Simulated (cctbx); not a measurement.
# Reading a Patterson map

Space group I4/mmm (no. 139), a = 3.9110 Å, b = 3.9110 Å, c = 10.7630 Å, α = 90.00°, β = 90.00°, γ = 90.00°, content Yb2 Cr4 Ti4.

The data are simulated with cctbx, not measured: Mo Kα, λ = 0.71073 Å, to d = 0.77 Å, 70 % of the full sphere, strongest reflection 5000 counts, noise from counting, a 4 % proportional error and a noise floor of 2 counts (s.d.); no absorption.

Patterson synthesis from sharpened amplitudes, origin scaled to 1000:

```text
Patterson group I 4/m m m
      u       v       w   height  length (A)
  0.000   0.000   0.000   1000.0     0.00
  0.000   0.500   0.250    432.6     3.33
  0.000   0.000   0.381    322.9     4.10
  0.000   0.000   0.500    124.6     5.38
  0.000   0.500   0.141     96.4     2.48
  0.000   0.000   0.191     62.3     2.05
  0.150   0.150   0.061     50.2     1.06
  0.000   0.000   0.266     44.9     2.86
  0.143   0.143   0.454     43.0     4.95
  0.000   0.000   0.102     39.4     1.10
  0.000   0.500   0.053     36.2     2.04
  0.000   0.288   0.000     34.4     1.13
  0.154   0.154   0.158     33.5     1.90
  0.116   0.292   0.308     33.4     3.53
```

**Question.** Which atom pairs make the peaks, and where is the heaviest atom?

A peak at u stands for all pairs with xi − xj = u, with weight Σ ZiZj against Σ Z² = 14040 at the origin. Peak heights follow these weights only roughly, since form factors, motion and series ripples differ, all vectors within 0.55 Å of a peak are counted as merged into it though the farther ones add only part of their weight, and F(000) is left out, which lowers the whole map:

| u | v | w | shortest length (Å) | height | 1000 ΣZiZj/ΣZ² | pairs in the cell |
| --- | --- | --- | --- | --- | --- | --- |
| 0.000 | 0.500 | 0.250 | 3.33 | 433 | 479 | 4 × Yb–Cr |
| 0.000 | 0.000 | 0.381 | 3.05 | 323 | 439 | 4 × Yb–Ti |
| 0.000 | 0.000 | 0.500 | 2.77 | 125 | 164 | 4 × Cr–Cr |
| 0.000 | 0.500 | 0.141 | 2.48 | 96 | 150 | 4 × Cr–Ti |
| 0.000 | 0.000 | 0.191 | 2.06 | 62 | 0 | none within 0.55 Å |
| 0.150 | 0.150 | 0.061 | 1.06 | 50 | 0 | none within 0.55 Å |

The table stops at ten peaks or at a height of 45, below which ripples compete. In the model behind the data Yb, the heaviest element, has 1 independent site: (0, 0, 0), up to an allowed shift of origin. No listed peak is a Yb–Yb vector, so the position follows from the cell content and the cross vectors. The whole model:

| atom | mult. | x | y | z | Ueq (Å²) |
| --- | --- | --- | --- | --- | --- |
| Yb1 | 2 | 0 | 0 | 0 | 0.0045 |
| Cr1 | 4 | 1/2 | 0 | 1/4 | 0.0045 |
| Ti1 | 4 | 1/2 | 1/2 | 0.1212 | 0.0087 |

The model was made for the exercise: a known structure type with other elements put in, its volume estimated, not relaxed; displacement parameters are assumed.

[Logs are printed without paths, hosts, clocks, repeated set-up lines and the standing remarks that a program may print on its own settings, such as how far it seeks lower states.]
